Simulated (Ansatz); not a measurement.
**Knight shifts in Na**

Wanted: spin susceptibility and spin part of the Knight shift of Na, from the response to a Zeeman field.

Method: DFT, PBE, plane-wave PAW, default files (PAW set soft_2), collinear spin, scalar-relativistic, in Ansatz 0.2.0.

The database entry behind the starting cell differs from later determinations by our own check (0.1 to 0.3 % short, probably kX units), so it need not match the best structure at ambient conditions.

## 1. The structure

Symmetry: Im-3m, No. 229, cubic system. The conventional cell has a = 4.282 Å, b = 4.282 Å, c = 4.282 Å, α = 90.00°, β = 90.00°, γ = 90.00°. Nearest to Na lie 8 Na at 3.71 Å.

The cell is an entry of the Crystallography Open Database; it need not be the form that is stable at ambient conditions.

## 2. Applying a field to the spins

A field acting on the spins alone polarises the electrons at the Fermi level, and through exchange the cores. The spin density that this leaves at a nucleus gives the contact field (2μ₀/3) μB ρ_s, and its ratio to B is the isotropic contact shift K; the spin-dipolar anisotropy is not included. The field, 300 T, is far above laboratory fields so that the moment stands clear of numerical noise; it splits the spins by 35 meV, against a smearing of 70 meV. The net moment comes from states near the Fermi level, so the mesh must be dense.

File input.yaml:

```yaml
crystal:
  lattice:
    - [-2.141, 2.141, 2.141]
    - [2.141, -2.141, 2.141]
    - [2.141, 2.141, -2.141]
  atoms:
    - { symbol: Na, position: [0.0, 0.0, 0.0] }
kpoints:
  mp_grid: { grid: [21, 21, 21] }
scf:
  lower_state_search: "off"
  occupations: { method: fermi_dirac, width: 0.07 }
  convergence: { dr2_threshold: 1.0e-10 }
hamiltonian:
  xc: pbe
output:
  efg: { contact_densities: true, quadrupole_moments_barn: { Na: 0.104 } }
  forces: true
  dos: { de: 0.02 }
  write_density: true
  write_potential: true
  elf: true
  volumetric_format: npy
magnetization:
  spin_polarized: true
  magnetic_field: 300
```

The run is started by

```
ansatz run input.yaml --threads 2 --pin off --max-ram 4096MiB --backend cpu --events-out ev --progress --plain --runs-dir out
```

Numbers of over 12 decimals in the logs are rounded to 6 here.

Log:

```text
[a pick of lines, long numbers rounded; other set-up, energy and force rows are left out]
Functional definition: PBE
Basis set: ecut = 420 eV, 767 PW (Γ), exchange–correlation on 50×50×50 points (8 copies of the dense FFT grid, shifted against one another)
Symmetry: 48 space group operations
k-points: 286 of 9261
SCF iter   1: F=—  HF=-1485.914062 eV  |F-HF|=—  |Δ(HF+E_count)|=         —  Δρ=9.61e-3 (↑9.61e-3 ↓9.24e-3)  dr2=1.31e-2  dr2_m=3.04e-2  M=0.705 μB ∫|m|=0.705 μB  ethr=1.28e-4  ⟨swp⟩=1.0  Hψ=40959  notcnv=0
SCF iter   2: F=—  HF=-1486.303535 eV  |F-HF|=—  |Δ(HF+E_count)|=         —  Δρ=5.97e-3 (↑5.97e-3 ↓5.97e-3)  dr2=1.06e-2  dr2_m=1.15e-2  M=0.271 μB ∫|m|=0.271 μB  β_m=0.30  ethr=1.28e-4  ⟨swp⟩=3.1  Hψ=10362  notcnv=0  defer=1
preconditioner: auto → Kerker (q_TF=auto, 2.134 Å⁻¹)  [metal: Δε(μ)=0.015 eV  Ē_g=7.644 eV  σ=0.070 eV  W_gap=0.05  n_scr=12 (ndim 8)  ℏωp=5.9 eV  f_vac=0.000  D(μ)=0.52/eV (n_scr^D=0)]
SCF iter   3: F=—  HF=-1486.329586 eV  |F-HF|=—  |Δ(HF+E_count)|=   2.61e-2  Δρ=4.64e-3 (↑4.52e-3 ↓4.64e-3)  dr2=7.32e-3  dr2_m=6.73e-3  M=0.237 μB ∫|m|=0.237 μB  β_m=0.30  ethr=1.18e-4  ⟨swp⟩=1.9  Hψ=6885  notcnv=0  defer=1
SCF iter   4: F=—  HF=-1486.363048 eV  |F-HF|=—  |Δ(HF+E_count)|=   3.35e-2  Δρ=3.87e-3 (↑3.59e-3 ↓3.87e-3)  dr2=6.00e-4  dr2_m=4.74e-3  M=0.188 μB ∫|m|=0.188 μB  β_m=0.30  ethr=8.13e-5  ⟨swp⟩=2.6  Hψ=9771  notcnv=0  defer=3
SCF iter   5: F=—  HF=-1486.381450 eV  |F-HF|=—  |Δ(HF+E_count)|=   1.84e-2  Δρ=3.01e-3 (↑2.94e-3 ↓3.01e-3)  dr2=7.56e-5  dr2_m=3.16e-3  M=0.156 μB ∫|m|=0.156 μB  β_m=0.30  ethr=6.67e-6  ⟨swp⟩=2.0  Hψ=8899  notcnv=0  defer=4
SCF iter   6: F=—  HF=-1486.393558 eV  |F-HF|=—  |Δ(HF+E_count)|=   1.21e-2  Δρ=2.42e-3 (↑2.42e-3 ↓2.41e-3)  dr2=9.84e-6  dr2_m=2.09e-3  M=0.130 μB ∫|m|=0.130 μB  β_m=0.30  ethr=8.40e-7  ⟨swp⟩=2.5  Hψ=9172  notcnv=0  defer=5
SCF iter   7: F=—  HF=-1486.401517 eV  |F-HF|=—  |Δ(HF+E_count)|=   7.96e-3  Δρ=1.96e-3 (↑1.96e-3 ↓1.96e-3)  dr2=2.69e-7  dr2_m=1.38e-3  M=0.109 μB ∫|m|=0.109 μB  β_m=0.30  ethr=1.09e-7  ⟨swp⟩=2.2  Hψ=9267  notcnv=0  defer=6
SCF iter   8: F=—  HF=-1486.416739 eV  |F-HF|=—  |Δ(HF+E_count)|=         —  Δρ=1.19e-4 (↑1.18e-4 ↓1.19e-4)  dr2=6.54e-7  dr2_m=4.85e-6  M=0.009 μB ∫|m|=0.009 μB  β_m=1.00  ethr=2.99e-9  ⟨swp⟩=9.8  Hψ=49694  notcnv=0  defer=34
SCF iter   9: F=—  HF=-1486.416781 eV  |F-HF|=—  |Δ(HF+E_count)|=   4.22e-5  Δρ=4.95e-5 (↑4.95e-5 ↓4.71e-5)  dr2=5.19e-7  dr2_m=6.81e-7  M=0.012 μB ∫|m|=0.012 μB  β_m=1.00  ethr=2.99e-9  ⟨swp⟩=2.1  Hψ=12471  notcnv=0  defer=32
SCF iter  10: F=—  HF=-1486.416790 eV  |F-HF|=—  |Δ(HF+E_count)|=   8.77e-6  Δρ=2.15e-5 (↑2.09e-5 ↓2.15e-5)  dr2=1.09e-7  dr2_m=1.17e-7  M=0.014 μB ∫|m|=0.014 μB  β_m=0.30  ethr=2.99e-9  ⟨swp⟩=2.0  Hψ=7792  notcnv=0  defer=32
SCF iter  11: F=—  HF=-1486.416790 eV  |F-HF|=—  |Δ(HF+E_count)|=   6.39e-7  Δρ=1.62e-5 (↑1.62e-5 ↓1.56e-5)  dr2=3.41e-8  dr2_m=8.07e-8  M=0.014 μB ∫|m|=0.014 μB  β_m=0.54  ethr=1.21e-9  ⟨swp⟩=2.0  Hψ=7693  notcnv=0  defer=32
SCF iter  12: F=—  HF=-1486.416792 eV  |F-HF|=—  |Δ(HF+E_count)|=   1.10e-6  Δρ=8.61e-6 (↑8.61e-6 ↓7.01e-6)  dr2=7.12e-9  dr2_m=1.90e-8  M=0.014 μB ∫|m|=0.014 μB  β_m=0.77  ethr=3.79e-10  ⟨swp⟩=2.0  Hψ=7772  notcnv=0  defer=32
SCF iter  13: F=—  HF=-1486.416792 eV  |F-HF|=—  |Δ(HF+E_count)|=   2.49e-7  Δρ=1.53e-6 (↑1.53e-6 ↓1.44e-6)  dr2=3.22e-10  dr2_m=7.29e-10  M=0.014 μB ∫|m|=0.014 μB  β_m=0.89  ethr=7.91e-11  ⟨swp⟩=2.1  Hψ=7312  notcnv=0  defer=32
SCF iter  14: F=-1486.416792 eV  HF=-1486.416792 eV  |F-HF|=8.23e-11  |Δ(HF+E_count)|=   1.10e-8  Δρ=2.09e-7 (↑2.09e-7 ↓1.56e-7)  dr2=2.09e-11  dr2_m=9.44e-12  M=0.015 μB ∫|m|=0.015 μB  β_m=0.94  ethr=1.11e-12  ⟨swp⟩=5.5  Hψ=17258  notcnv=0
SCF iter  15: F=-1486.416792 eV  HF=-1486.416792 eV  |F-HF|=9.09e-13  |Δ(HF+E_count)|=  1.46e-10  Δρ=3.04e-8 (↑2.77e-8 ↓3.04e-8)  dr2=1.99e-12  dr2_m=7.83e-14  M=0.015 μB ∫|m|=0.015 μB  β_m=0.97  ethr=1.00e-12  ⟨swp⟩=3.1  Hψ=17786  notcnv=0
SCF iter  16: F=-1486.416792 eV  HF=-1486.416792 eV  |F-HF|=6.82e-13  |Δ(HF+E_count)|=  6.82e-13  Δρ=1.15e-8 (↑8.82e-9 ↓1.15e-8)  dr2=8.89e-14  dr2_m=2.25e-14  M=0.015 μB ∫|m|=0.015 μB  ethr=1.00e-12  ⟨swp⟩=2.4  Hψ=15280  notcnv=0
SCF converged after 16 iterations
Magnetization: 0.0145 μB (4.5073 up, 4.4927 down)
Absolute magnetization: 0.0145 μB (∫|ρ↑−ρ↓|, with the PAW one-centre terms)
Per-site moments (μB) at R_I (Å): [(0.00648919, 1.529682)]
Free energy (F): -1486.416792 eV
Fermi energy:    1.506155 eV
--- Forces (eV/Å), atoms counted from 1 ---
--- PAW observables at the nuclei: V_zz in 10²¹ V/m², potentials from the cell's mean, atoms counted from 1 ---
  atom   1  Na V_zz =    +0.000000   η = 0.0000   by run symmetry: forbidden   C_q = +0.0000 MHz
            electrostatic potential = -971.231279 V   contact ρ = 5906.678492 e/Å³   contact ρ_s (e/Å³): all electrons +0.042704, valence +0.040492
--- Band table (eV; the first three rows and the last of 572) ---
  k-point 0 ↑: bands = ["-51.5573", "-23.4634", "-23.4634", "-23.4634", "-1.6826", "12.8390", "12.8390", "12.8390", "13.8060"]
  k-point 1 ↑: bands = ["-51.5572", "-23.4641", "-23.4637", "-23.4634", "-1.6443", "12.2401", "12.5437", "12.6503", "13.3717"]
  k-point 2 ↑: bands = ["-51.5571", "-23.4660", "-23.4643", "-23.4634", "-1.5294", "11.0690", "12.0058", "12.2616", "12.7963"]
  k-point 285 ↓: bands = ["-51.5187", "-23.4486", "-23.4485", "-23.4485", "5.4744", "5.9796", "6.2484", "6.2484", "6.6714"]
```

The job ended after 24 s (2 threads of Arm Neoverse N1, shared host; peak memory 0.44 GiB; 41 s of CPU time).

The moment is 0.0145 μB a cell, a spin susceptibility of 27.1 × 10⁻⁶ emu per mole of atoms. With 7.769 T for 1 e/Å³:

```
site  nucleus  contact shift (ppm)  from valence states  rest (mostly cores)
  Na     23Na                 1110                 1050                   57
```

The split depends on the files: semicore shells that they treat as valence count in the first part.

## 3. Is the response linear?

The shift is a ratio that holds only while the moment grows in step with the field, so the field is doubled.

input.yaml: that of step 2 with these lines changed.

```diff
@@ -18,9 +18,4 @@
   forces: true
-  dos: { de: 0.02 }
-  write_density: true
-  write_potential: true
-  elf: true
-  volumetric_format: npy
 magnetization:
   spin_polarized: true
-  magnetic_field: 300
+  magnetic_field: 600
```

Log:

```text
[a pick of lines, long numbers rounded; other set-up, energy and force rows are left out]
[...]
Basis set: ecut = 420 eV, 767 PW (Γ), exchange–correlation on 50×50×50 points (8 copies of the dense FFT grid, shifted against one another)
Symmetry: 48 space group operations
k-points: 286 of 9261
[...]
SCF converged after 16 iterations
Magnetization: 0.0290 μB (4.5145 up, 4.4855 down)
Absolute magnetization: 0.0290 μB (∫|ρ↑−ρ↓|)
Per-site moments (μB) at R_I (Å): [(0.012935, 1.529682)]
Free energy (F): -1486.417170 eV
Fermi energy:    1.506254 eV
--- Forces (eV/Å), atoms counted from 1 ---
[...]
atom   1  Na V_zz =    -0.000000   η = 0.0000   by run symmetry: forbidden   C_q = -0.0000 MHz
[...]
```

The job ended after 20 s (2 threads; peak memory 0.43 GiB; 36 s of CPU time).

The moment goes from 0.0145 to 0.0290 μB, a factor of 1.99, and the shift of Na from 1110 to 1100 ppm. The response is linear on all sites, to 3 % of the larger of shift and valence part or 3 ppm; the largest move is -4 ppm, on Na.

## 4. Other settings

Each row names what differs in the settings from the first run, the PAW files staying the same unless named (PBE, default files (PAW set soft_2), mesh 21×21×21, fermi dirac smearing of 0.07 eV, cutoff 420 eV, 300 T). Shifts in ppm; times on 2 threads of Arm Neoverse N1, shared host.

```
                run   time  χ_s (10⁻⁶ emu/mol)    Na
          first run   24 s                27.1  1110
               50 T   19 s                27.1  1110
             PBEsol   20 s                27.8  1170
      mesh 15×15×15  8.5 s                31.9  1300
fermi dirac 0.15 eV   19 s                25.5  1030
```

## 5. Results

| Item | Value |
| --- | --- |
| 23Na contact shift | 1110 ppm |
| spin susceptibility | 27.1 × 10⁻⁶ emu per mole of atoms |

**Reading.** The spin part of the Knight shift is 1110 ppm on Na in the first run. Widening the smearing to 0.15 eV changes the shift of Na by -7 %. No row of the table has a finer mesh on this cell, so the value may still hold a sampling error; the coarser mesh 15×15×15 differs by +17 % on Na. Another functional changes the shift of Na by +6 % (PBEsol). Over the rows of this table on the first cell the shift spans 1030 to 1300 ppm on Na. 2 further runs of this session (failed, refused or on trial settings) are not shown. The orbital shift is left out.

[Logs are printed without paths, hosts, clocks, repeated set-up lines and the standing remarks that a program may print on its own settings, such as how far it seeks lower states.]

[Hosts, paths, dates, database ids (printed as entryN), source tags and the programs' standing remarks are cut or masked in the printed files.]
